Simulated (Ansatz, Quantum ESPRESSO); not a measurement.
# TaOs3 (Pm-3m): zone-centre phonons, part 3 of 3

Which modes does TaOs3 (Pm-3m) have at the zone centre?

Quantum ESPRESSO 7.5; DFT PBEsol, scalar-relativistic, plane waves, GBRV ultrasoft pseudopotentials.

So far. Step 5 (Linear response at Γ): The acoustic modes at Γ come out as far as 3.9 cm⁻¹ from zero, where they should vanish, a small numerical error. Step 6 (Zone-centre analysis): The rule moves no optical mode by more than 0.1 cm⁻¹.

## (9) The same in Ansatz

The same cell goes through another code, with its own cutoff. It uses its own PAW datasets, so the potentials differ. Its k mesh is centred on Γ.

This step: DFT PBEsol, scalar-relativistic, plane waves, PAW (Ansatz 0.2.0).

Input file input.yaml:

```yaml
crystal:
  lattice:
    - [3.8894839407, 0.0, 0.0]
    - [0.0, 3.8894839407, 0.0]
    - [0.0, 0.0, 3.8894839407]
  atoms:
    - { symbol: Ta, position: [0.0, 0.0, 0.0] }
    - { symbol: Os, position: [0.0, 0.5, 0.5] }
    - { symbol: Os, position: [0.5, 0.0, 0.5] }
    - { symbol: Os, position: [0.5, 0.5, 0.0] }
kpoints:
  mp_grid: { grid: [8, 8, 8] }
hamiltonian:
  xc: pbesol
scf:
  occupations: { method: cold, width: 0.27211 }
output:
  eigenvalues: true
phonons:
  method: dfpt
```

Run with:

```bash
$ ansatz run input.yaml --threads 4 --pin off --max-ram 8192MiB --backend cpu --events-out ev --progress --plain --runs-dir out
```

Numbers of over 12 decimals in the logs are rounded to 6 here.

Log:

```text
zone centre: on kpoints.mp_grid the ground state, and the responses unless they are solved on pairs of k-points, stand on 125 of the mesh's 512 k-points, reduced under 8 symmetry operations, with k and −k counted as one. Each operation leaves every solved displacement unchanged or reverses it
Engine: ansatz 0.2.0, aarch64-unknown-linux-gnu
Pseudopotentials: kind: paw
Pseudopotential: Ta, paw, valence charge 13, recommended cutoff 420 eV (normal), Ta.paw.azcp
Pseudopotential: Os, paw, valence charge 16, recommended cutoff 420 eV (normal), Os.paw.azcp
Functional definition: PBEsol
  exchange = pbesol_x
  correlation = pbesol_c
Crystal: 4 atoms, lattice volume = 58.840 Å³
Basis set: ecut = 420 eV, 1189 PW (Γ), exchange–correlation on 54×54×54 points (8 copies of the dense FFT grid, shifted against one another)
Bands: 37, of which v1, the nominal top of the filled ones, is band 31 counted from 1 (30 counted from 0)
Symmetry: 48 space group operations
k-points: 125 of 512 (irreducible under 8 space group operations)
Non-local potential: Ta, projectors of the file, l = 0: 3, l = 1: 2, l = 2: 2, l = 3: 1
Non-local potential: Os, projectors of the file, l = 0: 3, l = 1: 2, l = 2: 2, l = 3: 1
PAW form: soft (Blöchl's): semilocal exchange-correlation on the pseudo side does not see the compensation charge
PAW frozen core: Ta, regenerated for the run's functional, and the local potential with it (the file was generated under x = pbe(κ = 0.804, μ = 0.219515), c = pbe(β = 0.066725))
PAW frozen core: Os, regenerated for the run's functional, and the local potential with it (the file was generated under x = pbe(κ = 0.804, μ = 0.219515), c = pbe(β = 0.066725))
PAW one-centre angular grid: Ta, 590 points (default); XC on 64 Gauss nodes
PAW one-centre angular grid: Os, 590 points (default); XC on 64 Gauss nodes
Initial density: superposition of atomic densities (neutral atoms: chi_scale 0, normalization atom), corrected by the library's trained network
Initial wavefunctions: pseudopotential atomic-orbital guess
Functional: x = pbesol(κ = 0.804, μ = 0.123457), c = pbesol(β = 0.046)
SCF iter   1: F=—  HF=-43560.151534 eV  |F-HF|=—  |Δ(HF+E_count)|=         —  Δρ=7.80e-3  dr2=3.34e-2  ethr=1.77e-3  ⟨swp⟩=5.0  Hψ=15183  notcnv=0
preconditioner: auto → Kerker (q_TF=auto, 2.745 Å⁻¹)  [metal: Δε(μ)=0.045 eV  Ē_g=5.780 eV  σ=0.272 eV  W_gap=0.12  n_scr=18 (ndim 8)  ℏωp=26.1 eV  f_vac=0.000  D(μ)=4.18/eV (n_scr^D=32)]
SCF iter   2: F=—  HF=-43560.149332 eV  |F-HF|=—  |Δ(HF+E_count)|=   2.20e-3  S|Δr|=    0.00e0  Δρ=4.10e-3  dr2=1.11e-2  ethr=5.48e-5  ⟨swp⟩=1.7  Hψ=6001  notcnv=0
SCF iter   3: F=—  HF=-43560.147474 eV  |F-HF|=—  |Δ(HF+E_count)|=   1.86e-3  S|Δr|=    0.00e0  Δρ=5.26e-4  dr2=2.14e-4  ethr=1.82e-5  ⟨swp⟩=2.1  Hψ=5921  notcnv=0
SCF iter   4: F=—  HF=-43560.147403 eV  |F-HF|=—  |Δ(HF+E_count)|=   7.13e-5  S|Δr|=    0.00e0  Δρ=1.03e-4  dr2=3.54e-6  ethr=3.50e-7  ⟨swp⟩=2.0  Hψ=6329  notcnv=0
SCF iter   5: F=—  HF=-43560.147406 eV  |F-HF|=—  |Δ(HF+E_count)|=   3.29e-6  S|Δr|=    0.00e0  Δρ=2.91e-5  dr2=3.89e-7  ethr=5.80e-9  ⟨swp⟩=2.8  Hψ=7653  notcnv=0
SCF iter   6: F=—  HF=-43560.147406 eV  |F-HF|=—  |Δ(HF+E_count)|=   6.84e-8  S|Δr|=    0.00e0  Δρ=4.83e-6  dr2=1.27e-8  ethr=6.37e-10  ⟨swp⟩=2.0  Hψ=6065  notcnv=0
SCF iter   7: F=—  HF=-43560.147406 eV  |F-HF|=—  |Δ(HF+E_count)|=   2.86e-9  S|Δr|=    0.00e0  Δρ=5.92e-7  dr2=1.72e-10  ethr=2.09e-11  ⟨swp⟩=2.0  Hψ=6204  notcnv=0
SCF iter   8: F=-43560.147406 eV  HF=-43560.147406 eV  |F-HF|=1.46e-11  |Δ(HF+E_count)|=  3.64e-11  S|Δr|=    0.00e0  Δρ=9.04e-8  dr2=3.17e-12  ethr=1.00e-12  ⟨swp⟩=8.6  Hψ=21121  notcnv=0
SCF 1 converged in 8 iterations: F = -43560.147406 eV  dr2 = 3.17e-12
  greatest PAW one-centre occupation: 1.000 electrons in one spin orbital (limit 2), on the Ta atom at site 0 (counted from 0), in its partial waves of l = 0
DFPT response loops at Γ: preconditioner auto → Kerker (q_TF=auto, 2.745 Å⁻¹) (partly filled bands, converged f_vac=0.000); β = 1.00, the filter's whole step (`scf.mixing.beta` (0.50) is not read by the response loops under this deck's `scf.mixing.preconditioner`; to damp them name `kerker` or `kerker_dos`, under which they read `scf.mixing.beta`, and type it under 1.00, their step now; both keys bind the ground state too); Broyden in place of MSR1
SCF converged after 8 iterations
Stability not checked: this state was not tested for a lower state beside it, because cold or Methfessel-Paxton smearing, or corrected tetrahedra, fill the levels in a way that the test cannot read (fill_not_monotonic; see scf.lower_state_search)
Free energy (F): -43560.147406 eV
Harris-Foulkes:  -43560.147406 eV  (|F-HF|=1.46e-11)
Internal energy: -43560.155100 eV  (E = F + TS)
E sigma→0 (E₀):  -43560.149971 eV
Entropy (-TS):   0.007694 eV (1.924 meV/atom)
Fermi energy:    23.828532 eV
--- Per-component energies (eV) ---
  E_band       = -310.492868
  E_kinetic    = 2055.611301
  E_local      = -2998.080535  (includes V_loc(G=0)·N_el)
  E_nonlocal   = 22.020762
  E_hartree    = 1209.502536
  E_xc         = -1014.000310
  E_vxc        = -1056.798665  (∫ρ·V_xc dr)
  E_paw        = -34912.926743  (= ΣΔE_a)
  E_vpaw       = -752.250704  (= ΣTr[D̂ρ^β])
  E_aug_tail   = -0.000112  (compensation charges beyond the density's cutoff)
  E_ewald      = -7923.239446
  E_core_change = 0.957445  (= ΣΔE_core)
  E_smearing   = 0.007694  (= −TS)
  E_closure    = -0.000000  (closes the sum)
  Σ components = -43560.147406   (vs F -43560.147406, Δ=0.00e0)
--- Band table (eV; the first three rows and the last of 125) ---
  k-point 0: bands = [... 27 lower, 24.7078, 26.4990, 26.8067, 26.8067, 26.8067, 27.1685, 27.1685, 27.1685, ... 2 higher]
  k-point 1: bands = [... 27 lower, 24.7552, 25.3340, 25.3340, 25.8929, 26.1888, 27.1696, 27.7831, 27.7831, ... 2 higher]
  k-point 2: bands = [... 27 lower, 23.6958, 23.7359, 24.1802, 24.8003, 25.3542, 26.9925, 26.9925, 27.1722, ... 2 higher]
  k-point 124: bands = [... 27 lower, 22.3456, 23.7926, 24.4700, 24.4700, 24.4700, 26.5257, 26.5257, 26.5257, ... 2 higher]
--- Phonons (Γ-DFPT): 3 representative perturbations + reference, on 125 of 512 k-points (Σ response iterations 9) ---
  k mesh reduced under 8 symmetry operations, with k and −k counted as one. Each operation leaves every solved displacement unchanged or reverses it
  ASR residual: 1.838e-4 → 0.000e0 eV/Å²; symmetrization residual: 7.723e-5 eV/Å²
  ASR residual per site (eV/Å²): 1.84e-4 4.03e-5 4.03e-5 4.03e-5
  Γ frequencies (cm⁻¹): 0.00 0.00 0.00 114.38 114.38 114.38 130.91 130.91 130.91 174.59 174.59 174.59
  non-analytic LO–TO correction: not included (Born effective charges unavailable; polar crystals: no LO–TO splitting at Γ)
```

Wall time 31 s (4 threads of Arm Neoverse V1, shared host); peak memory 1.2 GiB; 1.7 min of CPU time.

Numbers from this step:

* sum-rule residual before enforcement: 1.84e-4 eV/Å²
* highest optical zone-centre mode (no LO-TO term): 174.6 cm⁻¹
* lowest optical zone-centre mode: 114.4 cm⁻¹

## (10) Side by side: QE GBRV and Ansatz, PAW

Numbers from this step:

| Quantity | Value |
| --- | --- |
| root-mean-square difference | 0.32 cm⁻¹ |
| largest difference | 0.53 cm⁻¹ |

Frequencies side by side, by row:

```
q (reciprocal lattice)  mode  QE GBRV (cm⁻¹)  Ansatz, PAW (cm⁻¹)
                 0 0 0     1               0                   0
                 0 0 0     2               0                   0
                 0 0 0     3               0                   0
                 0 0 0     4           114.2               114.4
                 0 0 0     5           114.2               114.4
                 0 0 0     6           114.2               114.4
                 0 0 0     7           130.9               130.9
                 0 0 0     8           130.9               130.9
                 0 0 0     9           130.9               130.9
                 0 0 0    10           175.1               174.6
                 0 0 0    11           175.1               174.6
                 0 0 0    12           175.1               174.6
```

At the zone centre the largest difference (acoustic modes at Γ apart) is 0.3 % of the highest mode.

## (11) Outcome

```yaml
space_group_after_relaxation: Pm-3m
volume_per_atom: 14.7 Å³
highest_optical_zone_centre_mode_no_lo_to_term: 175.1 cm⁻¹
lowest_optical_zone_centre_mode: 114.2 cm⁻¹
imaginary_optical_modes_at_the_zone_centre_no_q_mesh_in_this_session: none
largest_difference_from_ansatz_paw: 0.53 cm⁻¹
```

What this shows: At the PBEsol level the optical modes of TaOs3 (Pm-3m) at the zone centre run from 114 to 175 cm⁻¹. Of the 9 optical modes, 6 are infrared active alone and 3 are silent. QE GBRV and Ansatz, PAW agree to 0.53 cm⁻¹ (0.3 % of the highest mode compared) on all solved modes but the acoustic ones at Γ, without the LO-TO term. These are harmonic frequencies at zero temperature: anharmonic shifts and linewidths and thermal expansion are left out. Spin-orbit coupling is left out, which can matter for the heavy elements here. In a metal the frequencies hang on the k mesh and the smearing, most of all near Kohn anomalies. The runs are without spin polarisation, although the cell has an odd electron count or an open d or f shell, so a magnetic state was not tested. The structure comes from a database and need not be the phase that is stable at ambient conditions.

[Host names and launcher messages were left out of these logs when they were recorded.]

[Logs are printed without paths, hosts, clocks, repeated set-up lines and the standing remarks that a program may print on its own settings, such as how far it seeks lower states.]

[Hosts, paths, dates, database ids (printed as entryN), source tags and the programs' standing remarks are cut or masked in the printed files.]
